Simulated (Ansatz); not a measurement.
# How fast states decay through SnTe2, part 2 of 2

A new crystal, SnTe2: structure, gap and complex bands. It is built by putting Te for Se, Sn for Ge in the GeSe2 structure of space group I-42d, with the volume rescaled by atomic radii. The parent structure comes from the Materials Project.

Ansatz 0.2.0; PBE DFT, plane waves, PAW files (the session's first sound run).

So far, gap on path (eV): step 3 (band edges) 0.698.

The structure was built from a prototype and need not be the compound's stable phase.

### 4. Complex bands

This step: PBE DFT, plane waves, PAW files; complex bands by layer matching along the plane's normal (Ansatz 0.2.0).

The same crystal is laid in a cell whose first two vectors span the (001) plane (indices of the standard conventional cell, whose axes can be ordered otherwise than in the bulk input). At fixed energy and wavevector in the plane the solver finds all kz, real and complex. A few wavevectors are listed, (0, 0) and (0.5, 0) in units of the plane's reciprocal vectors; the slowest state needn't be among them.

input.yaml reads:

```yaml
crystal:
  lattice:
    - [6.593716057, 0.0, 0.0]
    - [0.0, 6.593716057, 0.0]
    - [3.296858028, 3.296858028, 5.749573251]
  atoms:
    - { symbol: Sn, position: [0.75, 0.25, 0.5] }
    - { symbol: Sn, position: [0.0, 0.0, 0.0] }
    - { symbol: Te, position: [0.875, 0.8598928518, 0.75] }
    - { symbol: Te, position: [0.6098928518, 0.125, 0.25] }
    - { symbol: Te, position: [0.1401071482, 0.625, 0.25] }
    - { symbol: Te, position: [0.375, 0.3901071482, 0.75] }
kpoints:
  mp_grid: { grid: [4, 4, 4] }
scf:
  occupations: { method: fixed }
hamiltonian:
  xc: pbe
output:
  eigenvalues: true
  transmission:
    leads: [[0, 0]]
    kpoints: [[0.0, 0.0], [0.5, 0.0]]
    e_range: [-1.0, 1.7]
    de: 0.07
```

On the command line:

```console
> ansatz run input.yaml --threads 2 --pin off --max-ram 4096MiB --backend cpu --events-out ev --progress --plain --runs-dir out
```

Numbers of over 12 decimals in the logs are rounded to 6 here.

What it wrote:

```text
[...]
Crystal: 6 atoms, lattice volume = 249.975 Å³
Basis set: ecut = 420 eV, 4923 PW (Γ)
Bands: 56, of which v1, the nominal top of the filled ones, is band 46 counted from 1 (45 counted from 0)
Symmetry: 8 space group operations
[...]
k-points: 13 of 64 (time reversal used)
[...]
SCF iter   1: F=—  HF=-39968.812917 eV  |F-HF|=—  |Δ(HF+E_count)|=         —  Δρ=1.14e-3  dr2=3.86e-3  ethr=1.77e-3  ⟨swp⟩=5.4  Hψ=2384  notcnv=0  defer=104
[...]
SCF iter   7: F=-39968.811073 eV  HF=-39968.811073 eV  |F-HF|=1.90e-8  |Δ(HF+E_count)|=   1.84e-7  Δρ=2.78e-6  dr2=2.10e-8  ethr=1.09e-10  ⟨swp⟩=13.6  Hψ=3118  notcnv=0
SCF 1 converged in 7 iterations: F = -39968.811073 eV  dr2 = 2.10e-8
[...]
transmission: 8 of 16 steps passed
transmission: 16 of 16 steps passed
SCF converged after 7 iterations
Free energy (F): -39968.811073 eV
[...]
Internal energy: -39968.811073 eV  (E = F + TS)
E sigma→0 (E₀):  -39968.811073 eV
Fermi energy:    5.431276 eV
[...]
--- Band table (eV; the first three rows and the last of 13) ---
  k-point 0: bands = [... 42 lower, 3.6473, 5.1732, 5.1732, 5.4313, 6.3546, 6.6339, 7.3061, 8.6532, ... 6 higher]
  k-point 1: bands = [... 42 lower, 3.6793, 4.5600, 4.9551, 4.9551, 6.4480, 6.5519, 7.8078, 8.1684, ... 6 higher]
  k-point 2: bands = [... 42 lower, 3.8528, 3.8528, 4.8649, 4.8649, 6.1300, 6.1300, 7.5511, 7.5511, ... 6 higher]
  k-point 12: bands = [... 42 lower, 4.7481, 4.7481, 4.8256, 4.8256, 6.5832, 6.5832, 8.1951, 8.1951, ... 6 higher]
--- Transmission ---
  basis      : 377 plane waves across, 8 finite elements along
  points     : 2, as listed
  energies   : 39 from -1.000000 to 1.660000 eV about the Fermi level, 0.070000 eV apart; the leads are filled to 0.349368 eV, and channels, transmission and decay are at 0.330000 eV
  crystal 0  : Te4Sn2, at the sites [0, 0], period 5.7496 Å: whole cells are its period
    offset         : up to 0.0000 Å between an atom of the period and one for which it stands
    channels       : 0.000000e0 a spin
    conductance    : none, the energies end too early or step too widely for 300 K: set another output.transmission.e_range or a lower de, or, where they end at an eighth of basis.ecutwfc, a higher one
    slowest decay  : 0.0974 /Å at (0.0000, 0.0000)
```

The job ended after 99 s (2 threads of Arm Neoverse V1, shared host; peak memory 1.5 GiB; 3.3 min of CPU time).

Numbers from this step:

```yaml
free_energy: -39968.8111 eV
fermi_energy: 5.431 eV
gap_on_the_k_mesh: 0.6987 eV
level_to_which_the_leads_are_filled: 0.3494 eV from the Fermi level
decay_constant_at_the_filling_level_zone_centre: 0.09736 Å⁻¹
decay_constant_at_the_filling_level_slowest_listed_point: 0.0974 Å⁻¹
```

K parallel (0, 0); values up to 1.5 1/Å, a degenerate pair printed once or twice; energies at which all values exceed this have no row. Im kz of the slowest decaying states against energy, zero at the highest filled level on the SCF mesh:

```
energy (eV)  decay 1 (Å⁻¹)  decay 2 (Å⁻¹)  decay 3 (Å⁻¹)  decay 4 (Å⁻¹)
      -1.00          0.248          0.254          0.461          0.978
      -0.79          0.223          0.257          0.459          0.948
      -0.65          0.173          0.259          0.455          0.928
      -0.44          0.228          0.257          0.447          0.895
      -0.23         0.0799          0.248          0.273          0.435
      -0.02          0.212          0.233          0.291          0.422
       0.12         0.0671          0.218          0.254          0.297
       0.33         0.0974          0.186          0.298          0.299
       0.54          0.103          0.132          0.296          0.328
       0.68         0.0468         0.0951          0.291          0.344
       0.89         0.0432          0.280          0.329          0.362
       1.10          0.264          0.297          0.375          0.564
       1.31          0.106          0.243          0.244          0.258
       1.45          0.139          0.226          0.227          0.377
       1.66          0.164          0.169          0.194          0.391
```

K parallel (0, 0). Re kz of states that move upwards against energy, zero at the highest filled level on the SCF mesh:

```csv
energy (eV),channel 1 (Å⁻¹),channel 2 (Å⁻¹),channel 3 (Å⁻¹)
-1.00,-0.307,-,-
-0.93,-0.288,-,-
-0.86,-0.270,-,-
-0.79,-0.253,-,-
-0.72,-0.235,-,-
-0.65,-0.218,-,-
-0.58,-0.201,-,-
-0.51,-0.312,-0.312,-0.183
-0.44,-0.238,-0.238,-0.166
-0.37,-0.174,-0.174,-0.148
-0.30,-0.129,-0.102,-0.102
-0.23,-0.110,-,-
-0.16,-0.0890,-,-
-0.09,-0.0646,-,-
-0.02,-0.0294,-,-
0.05,-,-,-
0.12,-,-,-
0.19,-,-,-
0.26,-,-,-
0.40,-,-,-
0.47,-,-,-
0.54,-,-,-
0.61,-,-,-
0.68,-,-,-
0.75,-0.476,-0.452,-
0.82,-0.431,-0.400,-
0.89,-0.395,-0.355,-
0.96,-0.361,-0.311,0.0494
1.03,-0.327,-0.264,0.0920
1.10,-0.288,-0.206,0.133
1.17,-0.119,-,-
1.24,-,-,-
1.31,-,-,-
1.38,-,-,-
1.45,-,-,-
1.52,-,-,-
1.59,-,-,-
1.66,-,-,-
```

K parallel (0.5, 0); values up to 1.5 1/Å, a degenerate pair printed once or twice; energies at which all values exceed this have no row. Im kz of the slowest decaying states against energy, zero at the highest filled level on the SCF mesh:

```csv
energy (eV),decay 1 (Å⁻¹),decay 2 (Å⁻¹),decay 3 (Å⁻¹),decay 4 (Å⁻¹)
-1.00,0.0667,0.185,0.545,1.04
-0.86,0.121,0.202,0.527,1.02
-0.79,0.121,0.211,0.519,1.01
-0.65,0.103,0.207,0.506,0.996
-0.58,0.128,0.231,0.501,0.987
-0.44,0.118,0.263,0.492,0.969
-0.37,0.0815,0.274,0.488,0.959
-0.23,0.276,0.305,0.481,0.940
-0.16,0.109,0.274,0.318,0.478
-0.02,0.207,0.272,0.333,0.472
0.05,0.238,0.272,0.335,0.469
0.19,0.266,0.306,0.319,0.464
0.26,0.264,0.321,0.461,0.871
0.40,0.258,0.333,0.456,0.850
0.47,0.254,0.338,0.454,0.840
0.61,0.244,0.344,0.449,0.818
0.68,0.237,0.345,0.446,0.808
0.82,0.220,0.346,0.440,0.785
0.89,0.209,0.345,0.437,0.774
1.03,0.180,0.340,0.430,0.751
1.10,0.159,0.337,0.426,0.740
1.24,0.0835,0.325,0.418,0.716
1.31,0.317,0.413,0.704,1.10
1.45,0.292,0.403,0.679,1.08
1.52,0.0330,0.268,0.397,0.667
1.66,0.212,0.274,0.387,0.642
```

At the listed wavevectors the last open channel is at -0.02 eV and the next at +0.75 eV on the grid. At +0.33 eV, the grid energy nearest the filling level (the middle of the gap on the SCF mesh), the slowest state at the listed wavevectors decays with κ = 0.0974 Å⁻¹, its amplitude falling by e over 10 Å. Through 1 nm of this crystal that state's transmission falls by exp(−2 × 0.0974 Å⁻¹ × 10 Å) = 0.14.

### 5. Decay over the two-dimensional zone

The listed points could miss the slowest state, so one energy near mid-gap is solved on a mesh of 8×8.

Changes to input.yaml since step 4:

```diff
@@ -20,6 +20,2 @@
   eigenvalues: true
-  transmission:
-    leads: [[0, 0]]
-    kpoints: [[0.0, 0.0], [0.5, 0.0]]
-    e_range: [-1.0, 1.7]
-    de: 0.07
+  transmission: { leads: [[0, 0]], kmesh: [8, 8], e_range: [0.35, 0.36], de: 0.05 }
```

What it wrote:

```text
[...]
Crystal: 6 atoms, lattice volume = 249.975 Å³
Basis set: ecut = 420 eV, 4923 PW (Γ)
Bands: 56, of which v1, the nominal top of the filled ones, is band 46 counted from 1 (45 counted from 0)
Symmetry: 8 space group operations
[...]
k-points: 13 of 64 (time reversal used)
[...]
SCF iter   1: F=—  HF=-39968.812917 eV  |F-HF|=—  |Δ(HF+E_count)|=         —  Δρ=1.14e-3  dr2=3.86e-3  ethr=1.77e-3  ⟨swp⟩=5.4  Hψ=2384  notcnv=0  defer=104
[...]
SCF iter   7: F=-39968.811073 eV  HF=-39968.811073 eV  |F-HF|=1.90e-8  |Δ(HF+E_count)|=   1.84e-7  Δρ=2.78e-6  dr2=2.10e-8  ethr=1.09e-10  ⟨swp⟩=13.6  Hψ=3118  notcnv=0
SCF 1 converged in 7 iterations: F = -39968.811073 eV  dr2 = 2.10e-8
[...]
transmission: 32 of 168 steps passed
transmission: 64 of 168 steps passed
[...]
transmission: 168 of 168 steps passed
SCF converged after 7 iterations
Free energy (F): -39968.811073 eV
[...]
Internal energy: -39968.811073 eV  (E = F + TS)
E sigma→0 (E₀):  -39968.811073 eV
Fermi energy:    5.431276 eV
[...]
--- Band table (eV; the first three rows and the last of 13) ---
  k-point 0: bands = [... 42 lower, 3.6473, 5.1732, 5.1732, 5.4313, 6.3546, 6.6339, 7.3061, 8.6532, ... 6 higher]
  k-point 1: bands = [... 42 lower, 3.6793, 4.5600, 4.9551, 4.9551, 6.4480, 6.5519, 7.8078, 8.1684, ... 6 higher]
  k-point 2: bands = [... 42 lower, 3.8528, 3.8528, 4.8649, 4.8649, 6.1300, 6.1300, 7.5511, 7.5511, ... 6 higher]
  k-point 12: bands = [... 42 lower, 4.7481, 4.7481, 4.8256, 4.8256, 6.5832, 6.5832, 8.1951, 8.1951, ... 6 higher]
--- Transmission ---
  basis      : 377 plane waves across, 8 finite elements along
  points     : 21, standing for a mesh of 8 x 8
  energies   : 1 from 0.350000 to 0.350000 eV about the Fermi level; the leads are filled to 0.349368 eV, and channels, transmission and decay are at 0.350000 eV
  crystal 0  : Te4Sn2, at the sites [0, 0], period 5.7496 Å: whole cells are its period
[...]
channels       : 0.000000e0 a spin
    conductance    : none, crystal 0 has no channel at the energies, or these end too early or step too widely for 300 K: set another output.transmission.e_range or a lower de, or, where they end at an eighth of basis.ecutwfc, a higher one
    slowest decay  : 0.0988 /Å at (0.0000, 0.0000)
```

Wall time 2.7 min (2 threads); peak memory 1.7 GiB.

Numbers from this step:

```
least decay constant on the mesh : 0.0988 Å⁻¹
```

Slowest decay constant (1/Å; 0 where a channel is open) over k1 and k2. At 0.3500 eV from the Fermi level.

Values, 8 rows by 8 columns:
```
0.202 0.177 0.211 0.284 0.249 0.284 0.211 0.177
0.302 0.211 0.194 0.224 0.226 0.224 0.194 0.211
0.316 0.284 0.224 0.203 0.197 0.203 0.224 0.284
0.260 0.249 0.226 0.197 0.099 0.197 0.226 0.249
0.316 0.284 0.224 0.203 0.197 0.203 0.224 0.284
0.302 0.211 0.194 0.224 0.226 0.224 0.194 0.211
0.202 0.177 0.211 0.284 0.249 0.284 0.211 0.177
0.167 0.202 0.302 0.316 0.260 0.316 0.302 0.202
```
Columns: k1 (b1) from -0.5 to 0.375; rows upwards: k2 (b2) from -0.5 to 0.375.

The least value on the mesh is 0.0988 Å⁻¹ at +0.35 eV. At that energy the listed points give about 0.0985 Å⁻¹ by interpolation, so the mesh holds no clearly slower state.

### 6. A repeat with changed settings

This step: PBE DFT, plane waves, PAW files; complex bands by layer matching along the plane's normal; changed: scf.convergence.dr2_threshold = 1e-05 (Ansatz 0.2.0).

This run repeats an earlier one, its twin (the complex run, plane (001)), with one setting changed (scf.convergence.dr2_threshold; files written aside). It is meant to test whether the numerical route changes the result or only the time. Where the input is shown as a difference, that is against the step before, not the twin.

Changes to input.yaml since step 5:

```diff
@@ -16,2 +16,3 @@
   occupations: { method: fixed }
+  convergence: { dr2_threshold: 1.0e-05 }
 hamiltonian:
@@ -20,2 +21,6 @@
   eigenvalues: true
-  transmission: { leads: [[0, 0]], kmesh: [8, 8], e_range: [0.35, 0.36], de: 0.05 }
+  transmission:
+    leads: [[0, 0]]
+    kpoints: [[0.0, 0.0], [0.5, 0.0]]
+    e_range: [-1.0, 1.7]
+    de: 0.07
```

What it wrote:

```text
[...]
Crystal: 6 atoms, lattice volume = 249.975 Å³
Basis set: ecut = 420 eV, 4923 PW (Γ)
Bands: 56, of which v1, the nominal top of the filled ones, is band 46 counted from 1 (45 counted from 0)
Symmetry: 8 space group operations
[...]
k-points: 13 of 64 (time reversal used)
[...]
SCF iter   1: F=—  HF=-39968.812917 eV  |F-HF|=—  |Δ(HF+E_count)|=         —  Δρ=1.14e-3  dr2=3.86e-3  ethr=1.77e-3  ⟨swp⟩=5.4  Hψ=2384  notcnv=0  defer=104
[...]
SCF iter   6: F=-39968.811073 eV  HF=-39968.811073 eV  |F-HF|=9.14e-8  |Δ(HF+E_count)|=   1.82e-6  Δρ=7.15e-6  dr2=2.03e-7  ethr=2.17e-9  ⟨swp⟩=11.5  Hψ=3502  notcnv=0
SCF 1 converged in 6 iterations: F = -39968.811073 eV  dr2 = 2.03e-7
[...]
transmission: 8 of 16 steps passed
transmission: 16 of 16 steps passed
SCF converged after 6 iterations
Free energy (F): -39968.811073 eV
[...]
Internal energy: -39968.811073 eV  (E = F + TS)
E sigma→0 (E₀):  -39968.811073 eV
Fermi energy:    5.431238 eV
[...]
--- Band table (eV; the first three rows and the last of 13) ---
  k-point 0: bands = [... 42 lower, 3.6474, 5.1732, 5.1732, 5.4312, 6.3546, 6.6339, 7.3063, 8.6532, ... 6 higher]
  k-point 1: bands = [... 42 lower, 3.6793, 4.5600, 4.9551, 4.9551, 6.4480, 6.5519, 7.8079, 8.1685, ... 6 higher]
  k-point 2: bands = [... 42 lower, 3.8528, 3.8528, 4.8649, 4.8649, 6.1300, 6.1300, 7.5512, 7.5512, ... 6 higher]
  k-point 12: bands = [... 42 lower, 4.7481, 4.7481, 4.8256, 4.8256, 6.5832, 6.5832, 8.1951, 8.1951, ... 6 higher]
--- Transmission ---
  basis      : 377 plane waves across, 8 finite elements along
  points     : 2, as listed
[...]
crystal 0  : Te4Sn2, at the sites [0, 0], period 5.7496 Å: whole cells are its period
[...]
channels       : 0.000000e0 a spin
[...]
slowest decay  : 0.0974 /Å at (0.0000, 0.0000)
```

Wall time 98 s (2 threads); peak memory 1.4 GiB; 3.2 min of CPU time.

This number moved little. The least decay constant is 0.0974 Å⁻¹ against 0.0974 Å⁻¹ in the twin: no change within 1 %.

Side by side:

```csv
quantity,this run,sound run,difference
free energy (eV),-39968.81,-39968.81,1.1e-7
Fermi energy (eV),5.4312,5.4313,-3.8e-5
gap on the k-mesh (eV),0.69880,0.69874,6.3e-5
level to which the leads are filled (eV from the Fermi level),0.3494,0.34937,3.2e-5
```

### 7. Results

```
band gap                                         : 0.698 eV
least decay constant at mid-gap, normal to (001) : 0.0974 Å⁻¹
least decay constant on a mesh, normal to (001)  : 0.0988 Å⁻¹
```

**Reading.** With PBE, the slowest decay at the wavevectors tried is κ = 0.0974 Å⁻¹, normal to (001). Through such a film the transmission near mid-gap falls as exp(−2κd), a factor of ten every 12 Å. A free electron under a barrier of half the gap would need a mass of 0.10 mₑ to decay at this rate. The compound is made up by substitution; its stability against other phases and against distortions of the cell's symmetry was not tested. A semilocal functional narrows gaps, while spin-orbit coupling, left out here, narrows them in compounds of heavy elements, so the error in κ can go either way.

[Logs are printed without paths, hosts, clocks, repeated set-up lines and the standing remarks that a program may print on its own settings, such as how far it seeks lower states.]

[Hosts, paths, dates, database ids (printed as entryN), source tags and the programs' standing remarks are cut or masked in the printed files.]
